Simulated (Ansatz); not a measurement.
# Amorphous Si: valence band and core levels, part 7 of 7

Wanted: XPS lines and valence band of amorphous Si, from a random start taken through short hot and cool dynamics.

Ansatz 0.2.0; DFT, LDA, plane-wave PAW, default files, scalar-relativistic.

So far. Step 7 (Valence states): The largest force component on a free atom is 0.037 eV/Å, a little over the usual target of 0.03 eV/Å.

## 8. Core holes

XPS shifts tell sites apart. Each chosen atom gets a core hole in a self-consistent pass of its own.

File input.yaml:

```yaml
crystal:
  lattice:
    - [8.4978037057, 0.0, 0.0]
    - [0.0, 8.4978037057, 0.0]
    - [0.0, 0.0, 8.4978037057]
  atoms:
    - { symbol: Si_h, position: [0.5476823625, 0.3151053408, 0.6417486192] }
    - { symbol: Si_h, position: [0.0403293402, 0.6361346767, 0.5800162804] }
    - { symbol: Si_h, position: [0.3245696438, 0.088080425, 0.2673246525] }
    - { symbol: Si_h, position: [0.7416922012, 0.6681585242, 0.0323924822] }
    - { symbol: Si_h, position: [0.6819628178, 0.8594045879, 0.4073743063] }
    - { symbol: Si_h, position: [0.6854554683, 1.1357739826, 0.4846784215] }
    - { symbol: Si, position: [0.866457041, 0.5857973514, 0.3678956304] }
    - { symbol: Si, position: [0.5732214307, 1.0918040915, 0.1209958888] }
    - { symbol: Si, position: [0.6197091188, 0.2776080546, -0.0878267449] }
    - { symbol: Si, position: [0.3007968365, 0.71251071, 0.5881885925] }
    - { symbol: Si, position: [0.8680748218, 0.8418987336, 0.6157797121] }
    - { symbol: Si, position: [0.3817589589, 0.5066964596, 0.424356018] }
    - { symbol: Si, position: [0.623830119, 0.6611038729, 0.7793270246] }
    - { symbol: Si, position: [0.5870091885, 0.5555046452, 0.234521606] }
    - { symbol: Si, position: [0.5365663459, 0.8946268253, 0.6472038716] }
    - { symbol: Si, position: [0.3230134156, 0.0626924679, 0.5503329573] }
    - { symbol: Si, position: [0.2642592952, 0.3403704141, 0.6245636574] }
    - { symbol: Si, position: [-0.0300828531, 0.3379314633, 0.2129344588] }
    - { symbol: Si, position: [0.6924350325, 1.297876106, 0.2696003507] }
    - { symbol: Si, position: [0.3764168066, 0.5362117133, -0.2056903726] }
    - { symbol: Si, position: [0.9031875717, 0.178377715, 0.6491125067] }
    - { symbol: Si, position: [1.028825522, 0.0616445733, 0.2246159084] }
    - { symbol: Si, position: [0.7523540658, 1.0170688237, -0.1800807787] }
    - { symbol: Si, position: [1.0558738628, 1.0097783134, 0.4970100996] }
    - { symbol: Si, position: [0.9991123218, 0.4159485651, 0.743258799] }
    - { symbol: Si, position: [0.2477035961, 0.3554122539, 0.238460832] }
    - { symbol: Si, position: [0.757047832, 0.4872539301, 0.6048828682] }
    - { symbol: Si, position: [0.8025066484, 0.931528596, 0.0876278192] }
    - { symbol: Si, position: [0.858646184, 0.4239575535, -0.0224377801] }
    - { symbol: Si, position: [0.4197071385, 0.4335195276, 0.0400821014] }
kpoints:
  mp_grid: { grid: [2, 2, 2] }
scf:
  occupations: { method: fermi_dirac, width: 0.03 }
  n_extra_bands: 23
hamiltonian:
  xc: lda
  pseudopotentials: { kind: paw }
output:
  forces: true
  core_levels:
    shells: { Si_h: "2p" }
    counted_from: conduction_bottom
    add_spin: false
```

Command:

```console
$ ansatz run input.yaml --threads 4 --pin off --max-ram 8192MiB --backend cpu --events-out ev --progress --plain --runs-dir out
```

Numbers of over 12 decimals in the logs are rounded to 6 here.

Output:

```text
[...]
Crystal: 30 atoms, lattice volume = 613.649 Å³
Basis set: ecut = 420 eV, 11981 PW (Γ)
Bands: 83, of which v1, the nominal top of the filled ones, is band 60 counted from 1 (59 counted from 0)
Symmetry: 1 space group operations
[...]
k-points: 8
[...]
SCF iter   1: F=—  HF=-18246.764548 eV  |F-HF|=—  |Δ(HF+E_count)|=         —  Δρ=4.92e-3  dr2=3.21e-1  ethr=1.77e-3  ⟨swp⟩=8.5  Hψ=3814  notcnv=0  defer=14
[...]
SCF iter   7: F=-18246.684625 eV  HF=-18246.684625 eV  |F-HF|=9.44e-9  |Δ(HF+E_count)|=   5.42e-8  Δρ=2.92e-6  dr2=6.57e-8  ethr=8.33e-11  ⟨swp⟩=17.8  Hψ=4153  notcnv=0
SCF 1 converged in 7 iterations: F = -18246.684625 eV  dr2 = 6.57e-8
[...]
── core hole 1/6: 2p of Si_h 0 ──
── 2p of Si_h 0: 98.940 eV over the cell without the hole, in 9 iterations ──
── core hole 2/6: 2p of Si_h 1 ──
── 2p of Si_h 1: 98.884 eV over the cell without the hole, in 9 iterations ──
── core hole 3/6: 2p of Si_h 2 ──
── 2p of Si_h 2: 99.318 eV over the cell without the hole, in 10 iterations ──
── core hole 4/6: 2p of Si_h 3 ──
── 2p of Si_h 3: 99.010 eV over the cell without the hole, in 9 iterations ──
── core hole 5/6: 2p of Si_h 4 ──
── 2p of Si_h 4: 98.777 eV over the cell without the hole, in 9 iterations ──
── core hole 6/6: 2p of Si_h 5 ──
── 2p of Si_h 5: 98.786 eV over the cell without the hole, in 9 iterations ──
SCF converged after 7 iterations
Free energy (F): -18246.684625 eV
[...]
Internal energy: -18246.669780 eV  (E = F + TS)
E sigma→0 (E₀):  -18246.677203 eV
Entropy (-TS):   -0.014844 eV (-0.495 meV/atom)
Fermi energy:    5.880383 eV
[...]
--- Forces (eV/Å), atoms counted from 1 ---
  atom   1  Si_h    -0.00494741    -0.01059213     0.00065503
  atom   2  Si_h    -0.01644874     0.00082250    -0.00390803
  atom   3  Si_h     0.01058232     0.00331210    -0.01554108
  atom   4  Si_h     0.00003817    -0.00075525     0.01494771
  atom   5  Si_h     0.00545792    -0.00073983    -0.00781909
  atom   6  Si_h    -0.00417303     0.00850179    -0.00264461
  atom   7  Si       0.01060959    -0.01070988    -0.00369863
  atom   8  Si       0.00058708     0.00032533    -0.00797566
  atom   9  Si      -0.00122777     0.00039919     0.00836091
  atom  10  Si      -0.00604806    -0.00932502    -0.00209251
  atom  11  Si      -0.00197005    -0.01037365     0.00084752
  atom  12  Si       0.00208684    -0.00126653    -0.01550222
  atom  13  Si      -0.01493181     0.00780063    -0.00483612
  atom  14  Si      -0.00858426    -0.01257218     0.00774582
  atom  15  Si       0.03291030     0.02342219     0.00876330
  atom  16  Si       0.00678597    -0.02131024    -0.01196409
  atom  17  Si       0.02797469     0.03712733    -0.00725044
  atom  18  Si      -0.00449235    -0.00863051     0.00384369
  atom  19  Si      -0.00337334     0.00731775     0.00759706
  atom  20  Si      -0.00641544     0.00105239    -0.00327715
  atom  21  Si       0.01468691     0.01708860     0.00915201
  atom  22  Si       0.00886315     0.00820913     0.00323017
  atom  23  Si      -0.00614159    -0.01972932    -0.02066032
  atom  24  Si       0.00304224     0.00937211     0.00483902
  atom  25  Si      -0.00796744    -0.00892443     0.00339527
  atom  26  Si       0.00485973     0.01519414     0.01322308
  atom  27  Si      -0.00913010    -0.01089130    -0.00452922
  atom  28  Si      -0.00951552    -0.00952658     0.02369820
  atom  29  Si      -0.00798628    -0.00475929    -0.00080795
  atom  30  Si      -0.01506733     0.00019775     0.00228506
  max |Σ_I F_I| component: 7.67e-5 eV/Å
--- Band table (eV; the first three rows and the last of 8) ---
  k-point 0: bands = [... 56 lower, 4.8236, 4.9899, 5.2581, 5.4673, 5.9311, 6.2138, 6.3600, 6.6337, ... 19 higher]
  k-point 1: bands = [... 56 lower, 5.2110, 5.3665, 5.4732, 5.7224, 5.9929, 6.2400, 6.4384, 6.8046, ... 19 higher]
  k-point 2: bands = [... 56 lower, 5.3387, 5.3965, 5.6838, 5.8119, 6.0150, 6.3273, 6.4567, 6.6781, ... 19 higher]
  k-point 7: bands = [... 56 lower, 5.3754, 5.4866, 5.6415, 5.7880, 6.2416, 6.5172, 6.6045, 6.8708, ... 19 higher]
--- Core levels from the conduction bottom, as differences alone (as output.core_levels.counted_from types it; a hole's nearest image at 8.5 Å) ---
  the holes have no spin, as output.core_levels.add_spin types it
  atom         alike  shell      binding/eV   shift/eV difference/eV images/eV   SCF
  Si_h 0           1     2p               –     +0.000        98.940         –     9
  Si_h 1           1     2p               –     -0.056        98.884         –     9
  Si_h 2           1     2p               –     +0.378        99.318         –    10
  Si_h 3           1     2p               –     +0.070        99.010         –     9
  Si_h 4           1     2p               –     -0.163        98.777         –     9
  Si_h 5           1     2p               –     -0.154        98.786         –     9
  the dataset of Si_h with a 2p hole: scattering error 0.000 eV (0.000 eV in the local channel); free atom: scalar-relativistic, large and small components
  the two lines of Si_h's 2p: 2p1/2 +0.408 eV and 2p3/2 -0.204 eV off its levels, 1 : 2 in strength
```

It took 59 s on 4 threads of Intel Xeon at 2.80GHz (Skylake/Cascade Lake), shared host; peak memory 1.7 GiB.

Each level is the free energy with the hole less that without it. The electron stays in the lowest empty state, so these are excitation energies, not binding energies. The hole's nearest image is 8.5 Å away, and the holes carry no spin, so absolute levels are rough.

```
atom  region  shell  level (eV)  shift (eV)  potential at nucleus, shift (V)   j lines (eV)  doubts
 Si1       -     2p       98.94       +0.15                            +0.26  99.35 / 98.74       -
 Si2       -     2p       98.88       +0.10                            +0.06  99.29 / 98.68       -
 Si3       -     2p       99.32       +0.53                            +0.80  99.73 / 99.11       -
 Si4       -     2p       99.01       +0.22                            +0.27  99.42 / 98.81       -
 Si5       -     2p       98.78       -0.01                            +0.21  99.19 / 98.57       -
 Si6       -     2p       98.79       +0.00                            +0.00  99.19 / 98.58       -
```

Levels of p, d and f shells are means over their two j lines, weighted by degeneracy; the splitting comes from the atom's own solve. Shifts count from the last listed atom of each element. With the electron kept in the cell, its attraction to the hole differs by site and enters these shifts. A higher potential at the nucleus binds core electrons more tightly, so that column is a rough initial-state shift.

The Si 2p lines of the listed atoms alone (other atoms of the cell aren't counted), as Gaussians 0.3 eV wide, no depth weighting. Intensity against Si 2p level; read off at these points:

Si 2p level (eV), intensity (%) and a bar:
```
    98.00          0 
    98.10          0 
    98.20          1 
    98.30          5 ##
    98.40         22 #######
    98.50         57 #################
    98.60         91 ###########################
    98.67        100 ##############################
    98.70         99 ##############################
    98.80         76 #######################
    98.90         46 ##############
    99.00         39 ############
    99.10         53 ################
    99.20         64 ###################
    99.30         58 ##################
    99.40         42 #############
    99.50         24 #######
    99.60         15 ####
    99.70         14 ####
    99.80         11 ###
    99.90          5 #
   100.00          1 
   100.10          0 
   100.20          0 
   100.30          0
```

## 9. Summary of results

| Property | Result |
| --- | --- |
| strongest listed peak within 13 eV of the zero, at 1486.7 eV | 8.3 eV binding, mostly Si 3s |
| strongest listed peak within 13 eV of the zero, at 21.2 eV | 1.0 eV binding, mostly Si 3p |
| spread of the Si level over the listed sites | 0.54 eV |

**Reading.** Over the listed sites the core levels spread as follows: Si 0.54 eV. Among the sites run, the most bound Si 2p level is that of Si3, bonded to 4 Si; the least bound, 0.54 eV shallower, that of Si5, bonded to 3 Si. These are excitation energies with the electron kept in the cell, so its attraction to the hole, which differs by site, enters the order. At 21.2 eV the valence spectrum has its highest listed peaks within 10.8 eV at 1.0 eV (Si 3p), 2.2 eV (Si 3p), 2.8 eV (Si 3p), 6.4 eV (Si 3p) and 8.3 eV (Si 3p). At 1486.7 eV the valence spectrum has its highest listed peaks within 13 eV at 1.0 eV (Si 3p), 2.9 eV (Si 3p), 6.5 eV (Si 3s), 8.3 eV (Si 3s) and 10.2 eV (Si 3s). The shell named is the one with most of the intensity, cross sections included, not always the one with most states there. In the main run, from 1486.7 eV towards hard X-rays the Si 3s share grows by 21 points, as its cross section falls more slowly with photon energy than those of the shells it gains on. The spectra rest on a 2×2×2 mesh, so closely spaced maxima can be ripples of the mesh. The dynamics last under a picosecond in a cell of a few dozen atoms, so the model holds more coordination defects than a real glass, and only a few sites got holes. The model has no clear gap, though such a glass is an insulator or semiconductor: dangling, strained and miscoordinated bonds left by the fast quench fill it, and the semilocal gap is too small to begin with.

[Logs are printed without paths, hosts, clocks, repeated set-up lines and the standing remarks that a program may print on its own settings, such as how far it seeks lower states.]

[Hosts, paths, dates, database ids (printed as entryN), source tags and the programs' standing remarks are cut or masked in the printed files.]

[Maps of the electrostatic potential energy from Ansatz leave out the sawtooth potential of an applied field or a dipole correction, so their vacuum need not be flat; work functions include it.]
